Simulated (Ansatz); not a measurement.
# 1T-HfO2 bilayer (AA) in a perpendicular field, part 2 of 2

What dipole does a perpendicular field induce in the 1T-HfO2 bilayer (AA), and does the gap follow? A positive field points along +c.

Ansatz 0.2.0; plane-wave DFT, PBE-D3(BJ), Ansatz PAW.

So far, gap on the k-mesh (eV): step 2 (relaxing the slab) 4.70; step 3 (single point, field 0, start network) 4.68; step 6 (atoms held, field 0.5 V/Å) 3.92; step 7 (atoms held, field -0.3 V/Å) 4.27; step 9 (relaxing in the field, field 0.1 V/Å) 4.65.

## Step 10: Relaxing in the field, field -0.1 V/Å (continued)

No atom moved by 0.005 Å in the relaxation.

Numbers from this step:

```yaml
dipole_along_the_normal: -0.03555 e·Å
```

The relaxation took 5 steps and lowered the energy by 3.1e-4 eV; the largest force on the free atoms ends at 1.2e-4 eV/Å.

The dipole is -0.0356 e·Å, and the gap on the mesh 4.645 eV.

## Step 11: Response, atoms relaxed

This step: plane-wave DFT, PBE-D3(BJ), Ansatz PAW; response to a field along the normal, atoms relaxed (Ansatz 0.2.0).

The same analysis on the two relaxed runs holds the ionic part too; their mesh is coarser, so small differences from the held value can come from that.

This step gave:

| Property | Result |
| --- | --- |
| equivalent conductor thickness p/(ε₀AE) | 7.072 Å |
| distance between the outer atoms | 6.651 Å |

The dipole of the cell by applied field:

| applied field (V/Å) | dipole of the cell (e·Å) |
| --- | --- |
| -0.1000 | -0.0356 |
| 0.1000 | 0.0356 |

Local field over the applied field, running mean. From the potentials at -0.1 and 0.1 V/Å; running mean over 2.5 Å. The local field over applied field by z:

| z (Å) | local field over applied field |
| --- | --- |
| 4.5 | 1.000 |
| 5.0 | 0.999 |
| 5.5 | 0.998 |
| 6.0 | 0.992 |
| 6.5 | 0.971 |
| 7.0 | 0.901 |
| 7.5 | 0.796 |
| 8.0 | 0.780 |
| 8.5 | 0.461 |
| 9.0 | 0.103 |
| 9.5 | -0.111 |
| 10.0 | -0.0162 |
| 10.5 | -0.115 |
| 11.0 | 0.139 |
| 11.5 | 0.463 |
| 12.0 | 0.624 |
| 12.5 | 0.611 |
| 13.0 | 0.560 |
| 13.5 | 0.238 |
| 14.0 | -0.0877 |
| 14.5 | -0.0320 |
| 15.0 | -0.0734 |
| 15.5 | -0.00779 |
| 16.0 | 0.351 |
| 16.5 | 0.724 |
| 17.0 | 0.792 |
| 17.5 | 0.855 |
| 18.0 | 0.959 |
| 18.5 | 0.988 |
| 19.0 | 0.997 |
| 19.5 | 0.999 |
| 20.0 | 1.000 |
| 20.5 | 1.000 |

The induced electron density oscillates, so the rows of the table below give means over windows of 1.78 Å about each position, cut where the curve ends. Its maxima inside the range that stand out by 2 % of the span (Å: e/Å³ per V/Å): 8.6: 0.0141, 10.3: 0.116, 13.3: 0.0142, 15.1: 0.118. Its minima: 9.6: -0.118, 11.4: -0.0142, 14.4: -0.116, 16.0: -0.0141.

Electrons, planar mean, per unit field. The induced electron density by z; means over each step:

| z (Å) | induced electron density (e/Å³ per V/Å) |
| --- | --- |
| 5.00 | 4.9e-6 |
| 6.78 | 4.3e-4 |
| 8.56 | -0.00827 |
| 10.34 | 0.0126 |
| 12.12 | -0.00276 |
| 13.90 | -0.0333 |
| 15.68 | 0.0325 |
| 17.46 | -0.00113 |
| 19.24 | -1.5e-5 |

The induced dipole is that of a conductor 7.07 Å thick.

## Step 12: The same run with other settings

This step: plane-wave DFT, PBE-D3(BJ), Ansatz PAW, but for the change named below (Ansatz 0.2.0).

An input spoilt on purpose, to show how the run answers: it repeats the earlier run at 0.1 V/Å with hamiltonian.xc from pbe to lda+u, and scf.max_iter set to 50.

input.yaml

```yaml
crystal:
  lattice:
    - [3.240899056, 0.0, 0.0]
    - [-1.620449528, 2.8067009136, 0.0]
    - [0.0, 0.0, 24.6472728745]
  atoms:
    - { symbol: O, position: [0.6666666667, 0.3333333333, 0.36515196] }
    - { symbol: Hf, position: [0.0, 0.0, 0.404658956] }
    - { symbol: O, position: [0.3333333333, 0.6666666667, 0.4440859622] }
    - { symbol: O, position: [0.6666666667, 0.3333333333, 0.5559140378] }
    - { symbol: Hf, position: [0.0, 0.0, 0.595341044] }
    - { symbol: O, position: [0.3333333333, 0.6666666667, 0.63484804] }
kpoints:
  mp_grid: { grid: [18, 18, 1] }
  band_path:
    path: [[0, 0, 0], [0.5, 0, 0], [0.33333333, 0.33333333, 0], [0, 0, 0]]
    npoints: 16
hamiltonian:
  xc: lda+u
  dispersion: d3bj
scf:
  occupations: { method: fermi_dirac, width: 0.02585 }
  convergence: { dr2_threshold: 1.0e-10 }
  max_iter: 50
efield:
  axis: 3
  dipole_correction: true
  ramp_position: 0.9382
  ramp_width: 0.1236
  amplitude: 0.1
output:
  write_potential: true
  write_density: true
  volumetric_format: npy
```

Command:

```sh
ansatz run input.yaml --threads 2 --pin off --max-ram 3072MiB --backend cpu --events-out ev --progress --plain --runs-dir out
```

The job ended after 0.03 s (2 threads of Arm Neoverse N1, shared host; peak memory 0.021 GiB).

The input was rejected at the start.

The program's message: “Error: YAML parse error: error: line 19 column 7: hamiltonian.xc: unknown variant `lda+u`, expected one of `lda`, `lda-pw`, `pw92`, `pbe`, `pbesol`, `rpbe`, `revpbe`, `blyp`, `pbe0`, `revpbe0`, `b3lyp …”

The fault put into the input: an unknown functional.

## Step 13: A changed input

This step: plane-wave DFT, PBE-D3(BJ), Ansatz PAW (Ansatz 0.2.0).

Another changed input: it repeats the earlier run at 0.1 V/Å with basis.ecutwfc to 44.1 Ry, kpoints.mp_grid.grid from [18, 18, 1] to [14, 14, 1] and scf.convergence.dr2_threshold from 1e-10 to 1e-08.

Edit input.yaml of step 12 so:

```diff
@@ -13,3 +13,3 @@
 kpoints:
-  mp_grid: { grid: [18, 18, 1] }
+  mp_grid: { grid: [14, 14, 1] }
   band_path:
@@ -18,3 +18,3 @@
 hamiltonian:
-  xc: lda+u
+  xc: pbe
   dispersion: d3bj
@@ -22,4 +22,3 @@
   occupations: { method: fermi_dirac, width: 0.02585 }
-  convergence: { dr2_threshold: 1.0e-10 }
-  max_iter: 50
+  convergence: { dr2_threshold: 1.0e-08 }
 efield:
@@ -34 +33,3 @@
   volumetric_format: npy
+basis:
+  ecutwfc: "44.1 Ry"
```

Wall time 83 s (2 threads); peak memory 0.79 GiB; 2.7 min of CPU time.

| quantity | this run | earlier run | difference |
| --- | --- | --- | --- |
| dipole along the normal (e·Å) | 0.02946 | 0.02946 | 3.7e-6 |
| gap along the path (eV) | 4.595 | 4.594 | 6.8e-4 |
| smallest direct gap along the path (eV) | 4.821 | 4.821 | 6.8e-4 |
| gap on the k-mesh (eV) | 4.597 | 4.598 | -8.3e-4 |

Nothing in the table moves by 0.01 in its unit (for the dipole 0.5 % and 5e-5 e·Å). The run took 13 SCF cycles against 15.

The change did no harm here.

## Step 14: What came out

| Quantity | Value |
| --- | --- |
| gap without field | 4.68 eV |
| ionisation energy, upper face | 7.82 eV |
| electron affinity, upper face | 3.14 eV |
| equivalent conductor thickness, atoms held | 5.86 Å |
| equivalent conductor thickness, atoms relaxed | 7.07 Å |

What this shows: The induced dipole equals that of a perfect conductor 5.86 Å thick, while the outer atoms lie 6.65 Å apart; an out-of-plane ε follows only once a thickness t is chosen, by 1 − 1/ε = 5.86 Å / t. The gap goes from 4.68 eV to 3.92 eV at 0.5 V/Å. In a field the lowest empty level of a wide-gap layer can be a state in the vacuum, whose place depends on the cell. Letting the atoms follow the field adds 1.21 Å to the equivalent conductor thickness: the ionic part of the response. With the field reversed the gap is 4.27 eV at -0.3 V/Å. Semilocal functionals give gaps that are too small, and excitons are not included. Spin-orbit coupling is left out, which matters for the bands of elements this heavy.

[Logs are printed without paths, hosts, clocks, repeated set-up lines and the standing remarks that a program may print on its own settings, such as how far it seeks lower states.]

[Hosts, paths, dates, database ids (printed as entryN), source tags and the programs' standing remarks are cut or masked in the printed files.]

[Maps of the electrostatic potential energy from Ansatz leave out the sawtooth potential of an applied field or a dipole correction, so their vacuum need not be flat; planar profiles and work functions include it.]
